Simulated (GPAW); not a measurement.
# SnSe (Fm-3m): the Se K absorption edge

Aim: the dependence of the Se K near-edge features of SnSe (Fm-3m) on volume.

Main program and level: GPAW 26.7.0; X-ray absorption from dipole matrix elements to empty bands, plane-wave PAW LDA.

## (1) Starting point

Symmetry: Fm-3m, No. 225, cubic system. The conventional cell has a = 6.020 Å, b = 6.020 Å, c = 6.020 Å, α = 90.00°, β = 90.00°, γ = 90.00°. Nearest to Sn lie 6 Se at 3.01 Å. Nearest to Se lie 6 Sn at 3.01 Å. Farther neighbours and most contacts between anions are not listed.

## (2) Ground state of the crystal

The ground state comes first: it tells whether the system has a gap, which decides how the excited electron is treated.

scf.py reads:

```python
import numpy as np
from ase import Atoms
from ase.parallel import parprint, paropen
from gpaw import GPAW, PW, FermiDirac, Mixer, MixerDif, setup_paths
from gpaw.test import gen
setup_paths.insert(0, '.')
gen('Se', name='nch1s', xcname='LDA', corehole=(1, 0, 0), write_xml=True)
from gpaw.mpi import world
world.barrier()

atoms = Atoms('SnSe',
    cell=[[0, 3.01, 3.01],
     [3.01, 0, 3.01],
     [3.01, 3.01, 0]],
    scaled_positions=[[0, 0, 0],
     [0.5, 0.5, 0.5]],
    pbc=True)
atoms.calc = calc = GPAW(legacy_gpaw=True, mode=PW(430, force_complex_dtype=True), xc='LDA', setups={1: 'nch1s'},
    kpts={'size': (7, 7, 7), 'gamma': True}, occupations=FermiDirac(0.05),
    charge=0, mixer=Mixer(0.1, 5, 50), maxiter=150,
    convergence={'density': 0.0001, 'eigenstates': 1e-6}, txt='scf.txt')
energy = atoms.get_potential_energy() + calc.get_reference_energy()
ef = calc.get_fermi_level()
out = dict(energy=energy, fermi=ef, forces=atoms.get_forces().tolist())
parprint(f'all-electron energy {energy:.4f} eV, Fermi level {ef:.4f} eV')
ev = np.array([[calc.get_eigenvalues(k, s) for k in range(len(calc.get_ibz_k_points()))] for s in range(calc.get_number_of_spins())])
out['homo'], out['lumo'], out['counts'] = ev[ev < ef].max(), ev[ev > ef].min(), sorted(set((ev < ef).sum((0, 2)).tolist()))
out['filled'] = (ev[:, 0] < ef).sum(1).tolist()
import json
with paropen('out.json', 'w') as f:
    json.dump(out, f)
```

Command:

```sh
$ OMP_NUM_THREADS=1 mpirun -n 4 gpaw python scf.py
```

Numbers of over 12 decimals in the logs are rounded to 6 here.

The program printed:

```text
Input parameters:
  convergence: {density: 0.0001,
                eigenstates: 1e-06}
  kpts: {gamma: True,
         size: (7, 7, 7)}
  maxiter: 150
  mixer: {backend: pulay,
          beta: 0.1,
          method: separate,
          nmaxold: 5,
          weight: 50}
  mode: {ecut: 430.0,
         force_complex_dtype: True,
         name: pw}
  occupations: {fixmagmom: False,
                name: fermi-dirac,
                width: 0.05}
  setups: {1: nch1s}

Initialize ...

[... PAW data sets ...]

Reference energy: -233882.760446  # eV

Spin-paired calculation

[... convergence settings ...]
Symmetries present (total): 48
  [... symmetry matrices ...]

343 k-points: 7 x 7 x 7 Monkhorst-Pack grid
20 k-points in the irreducible part of the Brillouin zone
       k-points in crystal coordinates                weights
   0:     0.00000000    0.00000000    0.00000000          1/343
   1:     0.14285714    0.14285714    0.00000000          6/343
   2:     0.14285714    0.14285714    0.14285714          8/343
   3:     0.28571429    0.14285714    0.14285714         12/343
   4:     0.28571429    0.28571429    0.00000000          6/343
   5:     0.28571429    0.28571429    0.14285714         24/343
   6:     0.28571429    0.28571429    0.28571429          8/343
   7:     0.42857143   -0.28571429   -0.28571429         12/343
   8:     0.42857143    0.28571429   -0.42857143         48/343
   9:     0.42857143    0.28571429   -0.28571429         24/343
          ...
  19:     0.42857143    0.42857143    0.42857143          8/343

Wave functions: Plane wave expansion
  Cutoff energy: 430.000 eV
  Number of coefficients (min, max): 1067, 1117
  Pulay-stress correction: 0.000000 eV/Ang^3 (de/decut=0.000000)
  Using FFTW library
  Wavefunction extrapolation:
    Improved wavefunction reuse through dual PAW basis

Occupation numbers: Fermi-Dirac:
  width: 0.0500  # eV

Eigensolver
   Davidson(niter=2)

Densities:
  Coarse grid: 21*21*21 grid
  Fine grid: 42*42*42 grid
  Total Charge: 0.000000

Density mixing:
  Method: separate
  Backend: pulay
  Linear mixing parameter: 0.1
  old densities: 5
  Width of damping distribution: 1.1
  Damping of long wavelength oscillations: 50

[... Hamiltonian set-up ...]
Number of atoms: 2
Number of atomic orbitals: 13
Number of bands in calculation: 13
Number of valence electrons: 20
Bands to converge: occupied

... initialized

Initializing position-dependent things.

Density initialized from atomic densities
Creating initial wave functions:
  13 bands from LCAO basis set

                Se

       Sn

Atomic positions and initial magnetic moments

Positions:
   0 Sn     0.000000    0.000000    0.000000    ( 0.0000,  0.0000,  0.0000)
   1 Se     3.010000    3.010000    3.010000    ( 0.0000,  0.0000,  0.0000)

Unit cell:
           periodic     x           y           z      points  spacing
  1. axis:    yes    0.000000    3.010000    3.010000    21     0.1655
  2. axis:    yes    3.010000    0.000000    3.010000    21     0.1655
  3. axis:    yes    3.010000    3.010000    0.000000    21     0.1655

  Lengths:   4.256783   4.256783   4.256783
  Angles:   60.000000  60.000000  60.000000

Effective grid spacing dv^(1/3) = 0.1806

iter:   1    -9.784959
iter:   2    -9.719862   -1.51  -1.32
iter:   3    -9.636453   -2.13  -1.43
iter:   4    -9.634990   -2.64  -1.75
iter:   5    -9.630654c  -3.75  -2.04
iter:   6    -9.630710c  -4.87  -2.93
iter:   7    -9.630665c  -5.29  -3.12
iter:   8    -9.630665c  -5.68  -3.64
iter:   9    -9.630663c  -6.50c -4.05c

Converged after 9 iterations.

Dipole moment: (0.000000, 0.000000, -0.000000) |e|*Ang

Energy contributions relative to reference atoms: (reference = -233882.760446)

Kinetic:         +9.598515
Potential:      -10.417677
External:        +0.000000
XC:              -8.811967
Entropy (-ST):   -0.000082
Local:           +0.000507
SIC:             +0.000000
--------------------------
Free energy:     -9.630704
Extrapolated:    -9.630663

Showing only first 2 kpts
 Kpt  Band  Eigenvalues  Occupancy
  0     8      3.56612    2.00000
  0     9      3.56612    2.00000
  0    10      9.94284    0.00000
  0    11      9.94284    0.00000

  1     8      3.24033    2.00000
  1     9      4.71526    2.00000
  1    10      7.59837    0.00000
  1    11      9.85559    0.00000

Fermi level: 5.95636

Gap: 0.729 eV
Transition (v -> c):
  (s=0, k=12, n=9, [0.43, 0.29, 0.29]) -> (s=0, k=12, n=10, [0.43, 0.29, 0.29])
No difference between direct/indirect transitions

Forces in eV/Ang:
  0 Sn   -0.00000   -0.00000    0.00000
  1 Se   -0.00000    0.00000   -0.00000
Scalar-relativistic atomic LDA calculation for Se (Selenium, Z=34)
Core hole in 1s state (1s occupation: 2.0)
600 radial gridpoints.
|------------------------------------------------|
|------------------------------------------------|
[... the atom generator's iteration count ...]

Energy contributions:
-------------------------
Kinetic:    +2473.673807
XC:           -84.568572
Potential:  -4815.191637
-------------------------
Total:      -2426.086403

state      eigenvalue         ekin         rmax
-----------------------------------------------
1s^2.0 :  -458.454063   585.610500        0.029
2s^2.0 :   -58.944272   113.958427        0.165
2p^6.0 :   -51.926385   111.024402        0.132
3s^2.0 :    -7.811225    26.858720        0.503
3p^6.0 :    -5.612216    24.321149        0.500
3d^10.0:    -1.962010    19.216000        0.451
4s^2.0 :    -0.642093     3.714776        1.502
4p^4.0 :    -0.244602     2.288913        1.798
-----------------------------------------------
(units: Bohr and Hartree)

Generating PAW setup
Kinetic energy of the core from tauc = 2487.595922
Cutoffs:
rc(s)=1.600
rc(p)=1.900
rc(d)=1.600
rc(vbar)=1.440
rc(comp)=1.600
rc(nct)=1.900

Kinetic energy of the core states: 2457.088603
Charge: 0.0
Core electrons: 28.0
Valence electrons: 6.0
Pseudo-core charge: 1.089569
Shape function alpha=3.906
Pseudo-electron charge 7.390631
state    eigenvalue         norm
--------------------------------
4s(2) :    -0.642093     1.095786
*s    :     0.357907
4p(4) :    -0.244602     1.027373
*p    :     0.755398
*d    :     0.000000
--------------------------------

Diagonalizing with gridspacing h=0.050

state   all-electron     PAW
-------------------------------
4s:      -0.642093    -0.642657
4p:      -0.244602    -0.244988
*d:                    0.040490
*f:                    0.073581
-------------------------------
all-electron energy -233892.3911 eV, Fermi level 5.9564 eV
```

The job ended after 4.7 s (4 MPI ranks of Arm Neoverse V1, shared host; peak memory 0.16 GiB; 18 s of CPU time).

The mesh shows a gap of 0.73 eV, so the hole is first treated in a charged cell, without the excited electron.

## (3) Reference energy of the supercell

The photon energy needs a difference of total energies, so the cell and mesh of the coming hole run are first run without a hole.

Changes to scf.py since step 2:

```diff
@@ -10,11 +10,17 @@
 
-atoms = Atoms('SnSe',
-    cell=[[0, 3.01, 3.01],
-     [3.01, 0, 3.01],
-     [3.01, 3.01, 0]],
+atoms = Atoms('Sn4Se4',
+    cell=[[0, -6.02, 0],
+     [-6.02, 0, 0],
+     [0, 0, -6.02]],
     scaled_positions=[[0, 0, 0],
-     [0.5, 0.5, 0.5]],
+     [0.5, 0, 0.5],
+     [0, 0.5, 0.5],
+     [0.5, 0.5, 0],
+     [0.5, 0.5, 0.5],
+     [0, 0.5, 0],
+     [0.5, 0, 0],
+     [0, 0, 0.5]],
     pbc=True)
-atoms.calc = calc = GPAW(legacy_gpaw=True, mode=PW(430, force_complex_dtype=True), xc='LDA', setups={1: 'nch1s'},
-    kpts={'size': (7, 7, 7), 'gamma': True}, occupations=FermiDirac(0.05),
+atoms.calc = calc = GPAW(legacy_gpaw=True, mode=PW(430, force_complex_dtype=True), xc='LDA', setups={4: 'nch1s'},
+    kpts={'size': (3, 3, 3), 'gamma': True}, occupations=FermiDirac(0.02),
     charge=0, mixer=Mixer(0.1, 5, 50), maxiter=150,
```

The program printed:

```text
Input parameters:
  convergence: {density: 0.0001,
                eigenstates: 1e-06}
  kpts: {gamma: True,
         size: (3, 3, 3)}
  maxiter: 150
  mixer: {backend: pulay,
          beta: 0.1,
          method: separate,
          nmaxold: 5,
          weight: 50}
  mode: {ecut: 430.0,
         force_complex_dtype: True,
         name: pw}
  occupations: {fixmagmom: False,
                name: fermi-dirac,
[...]
4s(2) :    -0.642093     1.095786
*s    :     0.357907
4p(4) :    -0.244602     1.027373
*p    :     0.755398
*d    :     0.000000
--------------------------------

Diagonalizing with gridspacing h=0.050

state   all-electron     PAW
-------------------------------
4s:      -0.642093    -0.642657
4p:      -0.244602    -0.244988
*d:                    0.040490
*f:                    0.073581
-------------------------------
all-electron energy -935570.0835 eV, Fermi level 6.0122 eV
[key lines of the parts left out:]
Converged after 9 iterations.
Dipole moment: (0.000000, 0.000000, 0.000000) |e|*Ang
Free energy:    -39.041686
Fermi level: 6.01225
```

Elapsed: 7.6 s, on 4 MPI ranks; peak memory 0.23 GiB.

Reference energy: -935570.083 eV with the cores included.

(Part 1 of 3 ends here.)

[Banner, clock and machine lines of the logs are left out without a mark of their own.]

[Logs are printed without paths, hosts, clocks, repeated set-up lines and the standing remarks that a program may print on its own settings, such as how far it seeks lower states.]

[Hosts, paths, dates, database ids (printed as entryN), source tags and the programs' standing remarks are cut or masked in the printed files.]

[Lists of maxima count a maximum above −3 eV only where it reaches 4 % of the highest in the window and stands out from its surroundings by 2 % of it (1.5 % where it reaches 55 %); shoulders and weaker maxima are passed over, and of the rest the first, up to two pre-edge ones and the few strongest are named.]
